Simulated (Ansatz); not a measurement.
# Y on Zr(0001): change of the work function, part 3 of 3

Aim: the work function of Zr(0001) at several coverages of Y (fcc site), and the dipole that each adsorbate carries.

Ansatz 0.2.0; plane-wave DFT, PBE, Ansatz PAW.

So far, work function, upper face (eV): step 2 (the clean slab) 4.17; step 3 (37 atoms, coverage 0.111 ML, cell 3x3) 3.18.

**4. Adsorbate added, k-mesh 6×6×1, coverage 0.25 ML**

System of this step: Y/Zr(0001). The cell holds 17 atoms: 16 Zr and 1 Y. Cell: a = 6.460 Å, b = 6.460 Å, c = 28.949 Å, α = 90.0°, β = 90.0°, γ = 60.0°. Vacuum lies along c.

Another coverage, to see how the dipoles act on each other as their distance changes.

Contents of input.yaml:

```yaml
crystal:
  lattice:
    - [6.46, 0.0, 0.0]
    - [3.23, 5.5945241084, 0.0]
    - [0.0, 0.0, 28.9489988828]
  atoms:
    - { symbol: Zr, position: [0.3333333333, 0.3333333333, 0.3108915799] }
    - { symbol: Zr, position: [0.0, 0.0, 0.3997614925] }
    - { symbol: Zr, position: [0.3333333333, 0.3333333333, 0.4920708675] }
    - { symbol: Zr, position: [0.0, 0.0, 0.5763451211] }
    - { symbol: Zr, position: [0.3333333333, 0.8333333333, 0.3108915799] }
    - { symbol: Zr, position: [0.0, 0.5, 0.3997614925] }
    - { symbol: Zr, position: [0.3333333333, 0.8333333333, 0.4920708675] }
    - { symbol: Zr, position: [0.0, 0.5, 0.5763451211] }
    - { symbol: Zr, position: [0.8333333333, 0.3333333333, 0.3108915799] }
    - { symbol: Zr, position: [0.5, 0.0, 0.3997614925] }
    - { symbol: Zr, position: [0.8333333333, 0.3333333333, 0.4920708675] }
    - { symbol: Zr, position: [0.5, 0.0, 0.5763451211] }
    - { symbol: Zr, position: [0.8333333333, 0.8333333333, 0.3108915799] }
    - { symbol: Zr, position: [0.5, 0.5, 0.3997614925] }
    - { symbol: Zr, position: [0.8333333333, 0.8333333333, 0.4920708675] }
    - { symbol: Zr, position: [0.5, 0.5, 0.5763451211] }
    - { symbol: "Y", position: [0.1666666667, 0.1666666667, 0.6891084201] }
kpoints:
  mp_grid: { grid: [6, 6, 1] }
hamiltonian:
  xc: pbe
scf:
  occupations: { method: fermi_dirac, width: 0.1 }
  convergence: { dr2_threshold: 1.0e-08 }
efield:
  axis: 3
  dipole_correction: true
  ramp_position: 0.97
  ramp_width: 0.06
relax:
  f_tol: 0.02
  max_steps: 60
  constraints: [{ sites: [0, 1, 4, 5, 8, 9, 12, 13] }]
output:
  dos: { projected: true, e_range: [-8, 4] }
  write_potential: true
  write_density: true
  volumetric_format: npy
  elf: true
```

Launch:

```bash
> ansatz run input.yaml --threads 4 --pin off --max-ram 16384MiB --backend cpu --events-out ev --progress --plain --runs-dir out
```

Standard output:

```text
[...]
Crystal: 17 atoms, lattice volume = 1046.235 Å³
Basis set: ecut = 420 eV, 20437 PW (Γ), exchange–correlation on 90×90×400 points (8 copies of the dense FFT grid, shifted against one another)
Bands: 122, of which v1, the nominal top of the filled ones, is band 102 counted from 1 (101 counted from 0)
Symmetry: 6 space group operations
[...]
k-points: 7 of 36 (time reversal used)
[...]
SCF iter   1: F=—  HF=-70782.418571 eV  |F-HF|=—  |Δ(HF+E_count)|=         —  Δρ=1.50e-2  dr2=8.04e1  ethr=1.77e-3  p=0.468 e·Å  D=8.10e-2 V/Å  ΔV_dip=-2.34 eV  dr2_dipole=5.59e1  V_vac-E_F(+/−)=1.91/4.25 eV  ⟨swp⟩=10.7  Hψ=4167  notcnv=0
[...]
SCF iter  12: F=-70781.620341 eV  HF=-70781.620341 eV  |F-HF|=1.86e-9  |Δ(HF+E_count)|=   7.71e-9  Δρ=2.30e-7  dr2=2.11e-9  ethr=4.93e-12  p=0.299 e·Å  D=5.17e-2 V/Å  ΔV_dip=-1.50 eV  dr2_dipole=6.65e-10  V_vac-E_F(+/−)=2.68/4.17 eV  ⟨swp⟩=13.0  Hψ=7278  notcnv=0
SCF 1 converged in 12 iterations: F = -70781.620341 eV  dr2 = 2.11e-9
[...]
relax step   1: F+E_penalty+E_count = -70781.62034052 eV  Δ(F+E_penalty+E_count) = +0.000e0 eV  max|allowed force component| = 1.919e0 eV/Å  Δτ_max = 0.0000 Å  (12 SCF iters, accepted)
[...]
SCF iter  10: F=-70782.168354 eV  HF=-70782.168354 eV  |F-HF|=1.31e-10  |Δ(HF+E_count)|=   2.26e-9  Δρ=2.72e-7  dr2=1.61e-9  ethr=1.00e-12  p=0.334 e·Å  D=5.78e-2 V/Å  ΔV_dip=-1.67 eV  dr2_dipole=6.82e-13  V_vac-E_F(+/−)=2.50/4.18 eV  ⟨swp⟩=10.9  Hψ=6277  notcnv=0
SCF 2 converged in 10 iterations: F = -70782.168354 eV  dr2 = 1.61e-9
[...]
relax step   2: F+E_penalty+E_count = -70782.16835354 eV  Δ(F+E_penalty+E_count) = -5.480e-1 eV  max|allowed force component| = 1.830e0 eV/Å  Δτ_max = 0.1948 Å  (10 SCF iters, accepted)
[...]
SCF iter   9: F=-70782.531250 eV  HF=-70782.531250 eV  |F-HF|=5.06e-9  |Δ(HF+E_count)|=   2.58e-8  Δρ=5.68e-7  dr2=8.49e-9  ethr=4.93e-12  p=0.343 e·Å  D=5.93e-2 V/Å  ΔV_dip=-1.72 eV  dr2_dipole=5.71e-10  V_vac-E_F(+/−)=2.46/4.18 eV  ⟨swp⟩=11.4  Hψ=6976  notcnv=0
SCF 3 converged in 9 iterations: F = -70782.531250 eV  dr2 = 8.49e-9
[...]
relax step   3: F+E_penalty+E_count = -70782.53124997 eV  Δ(F+E_penalty+E_count) = -3.629e-1 eV  max|allowed force component| = 1.272e0 eV/Å  Δτ_max = 0.1932 Å  (9 SCF iters, accepted)
[...]
relax step   4: F+E_penalty+E_count = -70782.72547783 eV  Δ(F+E_penalty+E_count) = -1.942e-1 eV  max|allowed force component| = 4.045e-1 eV/Å  Δτ_max = 0.1949 Å  (9 SCF iters, accepted)
[...]
relax step   5: F+E_penalty+E_count = -70782.77051369 eV  Δ(F+E_penalty+E_count) = -4.504e-2 eV  max|allowed force component| = 1.369e-1 eV/Å  Δτ_max = 0.1781 Å  (9 SCF iters, accepted)
[...]
relax step   6: F+E_penalty+E_count = -70782.77703439 eV  Δ(F+E_penalty+E_count) = -6.521e-3 eV  max|allowed force component| = 2.344e-2 eV/Å  Δτ_max = 0.0258 Å  (8 SCF iters, accepted)
SCF iter   1: F=—  HF=-70782.778173 eV  |F-HF|=—  |Δ(HF+E_count)|=         —  Δρ=1.03e-4  dr2=1.65e-3  ethr=4.36e-6  p=0.325 e·Å  D=5.61e-2 V/Å  ΔV_dip=-1.63 eV  dr2_dipole=6.62e-4  V_vac-E_F(+/−)=2.56/4.19 eV  ⟨swp⟩=2.0  Hψ=1138  notcnv=0
[...]
SCF iter   6: F=-70782.777122 eV  HF=-70782.777122 eV  |F-HF|=3.49e-10  |Δ(HF+E_count)|=   1.37e-8  Δρ=3.71e-7  dr2=3.17e-9  ethr=4.93e-12  p=0.324 e·Å  D=5.60e-2 V/Å  ΔV_dip=-1.62 eV  dr2_dipole=6.75e-11  V_vac-E_F(+/−)=2.57/4.19 eV  ⟨swp⟩=9.6  Hψ=5507  notcnv=0
SCF 7 converged in 6 iterations: F = -70782.777122 eV  dr2 = 3.17e-9
relax step   7: F+E_penalty+E_count = -70782.77712234 eV  Δ(F+E_penalty+E_count) = -8.795e-5 eV  max|allowed force component| = 1.444e-3 eV/Å  Δτ_max = 0.0029 Å  (6 SCF iters, accepted)
[...]
WARN: The output density's exchange-correlation potential varies sharply where the density is thin. Do not read a vacuum level from v_tot or v_xc, or from such a field of the output density. On a cell that repeats whose density bears no net charge and no dipole along the vacuum's axis use v_es (v_loc + v_h of the components); under efield.dipole_correction with no amplitude use v_es + v_field, which holds any externa [...]
SCF converged after 6 iterations
Free energy (F): -70782.777122 eV
[...]
Internal energy: -70781.912627 eV  (E = F + TS)
E sigma→0 (E₀):  -70782.344875 eV
Entropy (-TS):   -0.864495 eV (-50.853 meV/atom)
Fermi energy:    3.303954 eV
Dipole field:    D = 0.056021 V/Å  (p = 0.323906 e·Å, saw-weighted, corrected)
Work function:   Φ+ = 2.5656 eV   Φ− = 4.1874 eV
[...]
--- Forces (eV/Å), atoms counted from 1 ---
  atom   1  Zr    -0.00351709    -0.00203059     0.42509957
  atom   2  Zr    -0.00896922    -0.00517838    -0.44814390
  atom   3  Zr     0.00002287     0.00001320    -0.00075382
  atom   4  Zr     0.00067900     0.00039202    -0.00072094
  atom   5  Zr     0.00000000     0.00406118     0.42509957
  atom   6  Zr    -0.00000000     0.01035676    -0.44814390
  atom   7  Zr     0.00000000    -0.00002641    -0.00075382
  atom   8  Zr     0.00000000    -0.00078404    -0.00072094
  atom   9  Zr     0.00351709    -0.00203059     0.42509957
  atom  10  Zr     0.00896922    -0.00517838    -0.44814390
  atom  11  Zr    -0.00002287     0.00001320    -0.00075382
  atom  12  Zr    -0.00067900     0.00039202    -0.00072094
  atom  13  Zr     0.00000000    -0.00000000     0.42189111
  atom  14  Zr    -0.00000000     0.00000000    -0.35182111
  atom  15  Zr     0.00000000    -0.00000000     0.00144437
  atom  16  Zr    -0.00000000     0.00000000     0.00077760
  atom  17  Y      0.00000000    -0.00000000     0.00128327
  max |Σ_I F_I| component: 1.80e-5 eV/Å
--- Band table (eV; the first three rows and the last of 7) ---
  k-point 0: bands = [... 98 lower, 3.7189, 3.7189, 3.7446, 3.8478, 3.9147, 3.9238, 3.9238, 4.1550, ... 16 higher]
  k-point 1: bands = [... 98 lower, 3.6037, 3.6155, 3.6300, 3.6529, 3.7333, 3.7802, 3.7835, 3.9141, ... 16 higher]
  k-point 2: bands = [... 98 lower, 3.1438, 3.2988, 3.3015, 3.3473, 3.4282, 3.5249, 3.5281, 3.5678, ... 16 higher]
  k-point 6: bands = [... 98 lower, 2.8366, 2.8369, 2.8681, 2.8915, 3.1231, 3.1358, 3.3420, 3.4449, ... 16 higher]
--- Relaxed structure (7 steps of the walk, 7 accepted, 0 SCFs on fresh bases) ---
  F+E_penalty+E_count = -70782.77712234 eV   max|allowed force component| = 1.444e-3 eV/Å
  atoms:
    - { symbol: Zr, position: [0.333333, 0.333333, 0.3108915799] }
    - { symbol: Zr, position: [2.666712e-17, 2.666712e-17, 0.399761] }
    - { symbol: Zr, position: [0.337196, 0.337196, 0.491707] }
    - { symbol: Zr, position: [0.00404446, 0.00404446, 0.576004] }
    - { symbol: Zr, position: [0.333333, 0.833333, 0.3108915799] }
    - { symbol: Zr, position: [0.0, 0.500000, 0.399761] }
    - { symbol: Zr, position: [0.337196, 0.825608, 0.491707] }
    - { symbol: Zr, position: [0.00404446, 0.491911, 0.576004] }
    - { symbol: Zr, position: [0.833333, 0.333333, 0.3108915799] }
    - { symbol: Zr, position: [0.500000, 2.666712e-17, 0.399761] }
    - { symbol: Zr, position: [0.825608, 0.337196, 0.491707] }
    - { symbol: Zr, position: [0.491911, 0.00404446, 0.576004] }
    - { symbol: Zr, position: [0.833333, 0.833333, 0.3108915799] }
    - { symbol: Zr, position: [0.5, 0.500000, 0.399761] }
    - { symbol: Zr, position: [0.833333, 0.833333, 0.489489] }
    - { symbol: Zr, position: [0.5, 0.500000, 0.585950] }
    - { symbol: Y, position: [0.166667, 0.166667, 0.663349] }
```

It took 3.5 min on 4 threads of Arm Neoverse V1, shared host; peak memory 3 GiB.

The steps of the relaxation:

| step | energy less that of the first step (eV) | largest force component (eV/Å) |
| --- | --- | --- |
| 1 | 0.0000 | 1.9192 |
| 2 | -0.5480 | 1.8297 |
| 3 | -0.9109 | 1.2722 |
| 4 | -1.1051 | 0.4045 |
| 5 | -1.1502 | 0.1369 |
| 6 | -1.1567 | 0.0234 |
| 7 | -1.1568 | 0.0014 |

The run keeps the 6 symmetry operations that the program found, so distortions that break them were not tested.

The atoms that moved most (Å):

| atom | dx | dy | dz | length |
| --- | --- | --- | --- | --- |
| Y17 | 0.000 | 0.000 | -0.746 | 0.746 |
| Zr16 | 0.000 | 0.000 | 0.278 | 0.278 |
| Zr15 | 0.000 | 0.000 | -0.075 | 0.075 |
| Zr4 | 0.039 | 0.023 | -0.010 | 0.046 |
| Zr8 | 0.000 | -0.045 | -0.010 | 0.046 |
| Zr12 | -0.039 | 0.023 | -0.010 | 0.046 |
| Zr3 | 0.037 | 0.022 | -0.011 | 0.044 |
| Zr7 | 0.000 | -0.043 | -0.011 | 0.044 |

Final coordinates:

```xyz
17
Lattice="6.4600 0.0000 0.0000 3.2300 5.5945 0.0000 0.0000 0.0000 28.9490" Properties=species:S:1:pos:R:3
Zr    3.2300    1.8648    9.0000
Zr    0.0000    0.0000   11.5727
Zr    3.2674    1.8865   14.2344
Zr    0.0392    0.0226   16.6747
Zr    4.8450    4.6621    9.0000
Zr    1.6150    2.7973   11.5727
Zr    4.8450    4.6189   14.2344
Zr    1.6150    2.7520   16.6747
Zr    6.4600    1.8648    9.0000
Zr    3.2300    0.0000   11.5727
Zr    6.4226    1.8865   14.2344
Zr    3.1908    0.0226   16.6747
Zr    8.0750    4.6621    9.0000
Zr    4.8450    2.7973   11.5727
Zr    8.0750    4.6621   14.1702
Zr    4.8450    2.7973   16.9627
Y     1.6150    0.9324   19.2033
```

Numbers from this step:

- energy at zero smearing: -70782.3449 eV
- work function, upper face: 2.566 eV
- work function, lower face: 4.187 eV
- dipole along the normal: 0.3239 e·Å
- step between the vacuum levels: -1.622 eV

Running mean over 2.573 Å of the planar mean; the ramp of the sawtooth is left out. Table of electron's electrostatic potential energy less the Fermi level by z:

| z (Å) | electron's electrostatic potential energy less the Fermi level (eV) |
| --- | --- |
| 3.5 | 4.19 |
| 4.0 | 4.18 |
| 4.5 | 4.18 |
| 5.0 | 4.16 |
| 5.5 | 4.10 |
| 6.0 | 3.92 |
| 6.5 | 3.44 |
| 7.0 | 2.13 |
| 7.5 | -1.00 |
| 8.0 | -5.12 |
| 8.5 | -7.74 |
| 9.0 | -8.44 |
| 9.5 | -8.42 |
| 10.0 | -8.31 |
| 10.5 | -8.27 |
| 11.0 | -8.27 |
| 11.5 | -8.27 |
| 12.0 | -8.19 |
| 12.5 | -7.91 |
| 13.0 | -7.80 |
| 13.5 | -8.04 |
| 14.0 | -8.28 |
| 14.5 | -8.42 |
| 15.0 | -8.61 |
| 15.5 | -8.65 |
| 16.0 | -8.48 |
| 16.5 | -8.36 |
| 17.0 | -8.12 |
| 17.5 | -7.08 |
| 18.0 | -4.55 |
| 18.5 | -1.83 |
| 19.0 | -0.470 |
| 19.5 | -0.0958 |
| 20.0 | 0.264 |
| 20.5 | 1.02 |
| 21.0 | 1.83 |
| 21.5 | 2.28 |
| 22.0 | 2.45 |
| 22.5 | 2.52 |
| 23.0 | 2.55 |
| 23.5 | 2.56 |
| 24.0 | 2.56 |
| 24.5 | 2.56 |
| 25.0 | 2.57 |
| 25.5 | 2.57 |

The density of states has structure finer than the step of the table below, so its rows give means over 0.25 eV. Peaks (eV: height): -1.290: 56.6, -0.990: 34.8, -0.930: 53.4, -0.840: 76.9, -0.180: 42.1, 0.240: 36.9, 0.870: 39.8.

Table of density of states by energy, zero at the Fermi level; means over each step:

| energy (eV) | density of states (states/eV a cell) |
| --- | --- |
| -5.50 | 0 |
| -5.25 | 0.156 |
| -5.00 | 1.08 |
| -4.75 | 1.18 |
| -4.50 | 1.22 |
| -4.25 | 2.33 |
| -4.00 | 3.19 |
| -3.75 | 2.70 |
| -3.50 | 2.48 |
| -3.25 | 6.96 |
| -3.00 | 3.52 |
| -2.75 | 12.9 |
| -2.50 | 16.2 |
| -2.25 | 19.4 |
| -2.00 | 22.8 |
| -1.75 | 16.7 |
| -1.50 | 16.7 |
| -1.25 | 27.5 |
| -1.00 | 28.1 |
| -0.75 | 34.0 |
| -0.50 | 18.4 |
| -0.25 | 29.2 |
| 0.00 | 23.8 |
| 0.25 | 30.7 |
| 0.50 | 28.8 |
| 0.75 | 30.9 |

Projected DOS per atom over height of the atomic layer and energy from the Fermi level. Layers: Zr4 Zr4 Zr4 Zr4 Y from below.

Ten even steps from '0' (0.00 states/eV) to '9' (2.86 states/eV), each cell a mean:
```
66559
84468
73445
43345
55553
44466
33331
45541
24420
11210
11110
00000
00000
00000
00000
00000
00000
00000
00000
00000
00000
00000
```
Columns: height of the atomic layer (Å) from 9 to 19.2; rows upwards: energy from the Fermi level (eV) from -7.96 to 0.945.

Electrostatic potential energy in the ca plane at fractional y = 0.000, with atoms of Zr within 0.2 Å of it. With pseudopotentials it is smooth inside the atoms' cores, unlike the true potential.

Ten even steps from '0' (-62 eV) to '9' (7 eV), each cell a mean:
```
98500037999999985100379999999999999999999999
98742368999999997534689999999999999999999999
99887789998888999878899999999999999999999999
99999999987778999999999999999999999999999999
99999999987778999999999999999999999999999999
99887789998888999878899999999999999999999999
98742368999999997534689999999999999999999999
98510037999999985100379999999999999999999999
98400037999999985000279999999999999999999999
98620158999999986201479999999999999999999999
99865678999889998655789988889999999999999999
99988899998778999888999877788999999999999999
99999999998778999999999876688999999999999999
99988899998778999888999877788999999999999999
99865678999889998655789988889999999999999999
98620158999999986201479999999999999999999999
98400037999999984000279999999999999999999999
```
Columns run along c (16.0 Å, from fractional 0.35 to 0.90 of the cell; values clipped at the 3rd and 97th percentile), rows up along a (6.5 Å). Atoms in or near the plane, at fractional coordinates: Zr at (0.40, 0.00), Zr at (0.58, 0.00), Zr at (0.40, 0.50), Zr at (0.58, 0.49).

ELF in the ca plane at fractional y = 0.000, with atoms of Zr within 0.2 Å of it. It is the smooth field of the valence electrons, not physical close to the nuclei.

Ten even steps from '0' (0.00) to '9' (0.78), each cell a mean:
```
52796893367678637978941244332211000000000000
42489952343234423799521344332110000000000000
33223322322222332233212343321100000000000000
25432245313542244322344443211000000000000000
25432235313542244322344443211000000000000000
33234322322222332233212343321100000000000000
42489952343334423798621344332110000000000000
53795893367678637968941244332211100000000000
53882694378889638826951232222222110000000000
42699973355556526989832211111223321000000000
32257632332223322576423212211123432100000000
34322224421332233222354236521124443100000000
25532345422442245323574357731124443210000000
34322224421332233222354236521124443100000000
32257632332222322576423112211123432100000000
42699983355556526989832211111223321000000000
53882694378889638825951232222222110000000000
```
Columns run along c (16.0 Å, from fractional 0.35 to 0.90 of the cell), rows up along a (6.5 Å). Atoms in or near the plane, at fractional coordinates: Zr at (0.40, 0.00), Zr at (0.58, 0.00), Zr at (0.40, 0.50), Zr at (0.58, 0.49).

Valence density in the ca plane at fractional y = 0.000, with atoms of Zr within 0.2 Å of it. It is the smooth field of the valence electrons, not physical close to the nuclei.

Ten steps, logarithmic in the rise over the least value, from '0' (0.0 e/Å³) to '9' (3.9 e/Å³), each cell a mean:
```
34799985333333347999852211100000000000000000
34588864333443345788632111000000000000000000
33455543334544333455322110000000000000000000
33333333345654333333321110000000000000000000
33333333345654333333321110000000000000000000
33455543334544333455422110000000000000000000
34689864333443345788642111000000000000000000
34799985333333347999852211100000000000000000
35899985333333457999963221110000000000000000
34799975333333346999853222211000000000000000
33467753333444335677543333321100000000000000
33344433334554333444433445532100000000000000
33333333334554333333333456542100000000000000
33344433334554333444433445532100000000000000
33467753333444335677543333321100000000000000
34799975333333346999853222211000000000000000
35899986333333457999963221110000000000000000
```
Columns run along c (16.0 Å, from fractional 0.35 to 0.90 of the cell), rows up along a (6.5 Å). Atoms in or near the plane, at fractional coordinates: Zr at (0.40, 0.00), Zr at (0.58, 0.00), Zr at (0.40, 0.50), Zr at (0.58, 0.49).

The relaxation took 7 steps and lowered the energy by 1.2 eV; the largest force on the free atoms ends at 0.0014 eV/Å.

By hand: a sheet of dipoles makes a step −p/(ε₀A) in the electron's potential. With e/ε₀ = 180.95 V·Å, p = 0.3239 e·Å and A = 36.14 Å², that is −180.95 × (0.3239) / 36.14 = -1.622 eV, and the two vacuum levels of the run differ by -1.622 eV.

The covered face has 2.57 eV, -1.60 eV against the clean one; the bare back face has moved by +0.01 eV, a measure of how thin the slab is.

**5. Work function against coverage**

This step: plane-wave DFT, PBE, Ansatz PAW; work function against coverage (Ansatz 0.2.0).

The runs are now put side by side.

This step gave:

| Property | Result |
| --- | --- |
| work function of the clean face | 4.165 eV |
| largest change of the work function | -1.600 eV |

The work function of the covered face by coverage:

| coverage (adsorbates/nm²) | work function of the covered face (eV) |
| --- | --- |
| 0.00 | 4.17 |
| 1.23 | 3.18 |
| 2.77 | 2.57 |

The dipole per adsorbate comes from the change of the cell's dipole. Coverage, by row:

| coverage (1/nm²) | coverage (ML) | work function (eV) | change (eV) | dipole per adsorbate, positive end outwards (debye) | mean height of the added atoms over the highest substrate atom (Å) |
| --- | --- | --- | --- | --- | --- |
| 1.23 | 0.1111 | 3.181 | -0.9838 | 2.137 | 2.311 |
| 2.767 | 0.25 | 2.566 | -1.6 | 1.542 | 2.241 |

**6. Summary of results**

* work function of the clean face: 4.17 eV
* work function at 0.11 ML: 3.18 eV
* work function at 0.25 ML: 2.57 eV
* dipole per adsorbate at 0.11 ML, positive end outwards: 2.14 D

**Reading.** Y lowers the work function of Zr(0001) at the lowest coverage, by 0.98 eV: the adsorbate layer has its positive end outwards. The slab has 4 layers, at the tabulated experimental lattice constant, one starting site was run, and quantum-size effects of a slab this thin can reach one or two tenths of an eV. The main runs have no spin polarisation; a magnetic state could lie lower and would change these results.

[Long decimals in the printed logs are rounded to 6 places.]

[Logs are printed without paths, hosts, clocks, repeated set-up lines and the standing remarks that a program may print on its own settings, such as how far it seeks lower states.]

[Hosts, paths, dates, database ids (printed as entryN), source tags and the programs' standing remarks are cut or masked in the printed files.]

[Maps of the electrostatic potential energy from Ansatz leave out the sawtooth potential of an applied field or a dipole correction, so their vacuum need not be flat; planar profiles and work functions include it.]

[The density of states shown here was stored with 400 of the rows of the run's finer table, so its peaks can read low, often by over a quarter, or be missed, and its means over a window can be off by a tenth or more.]
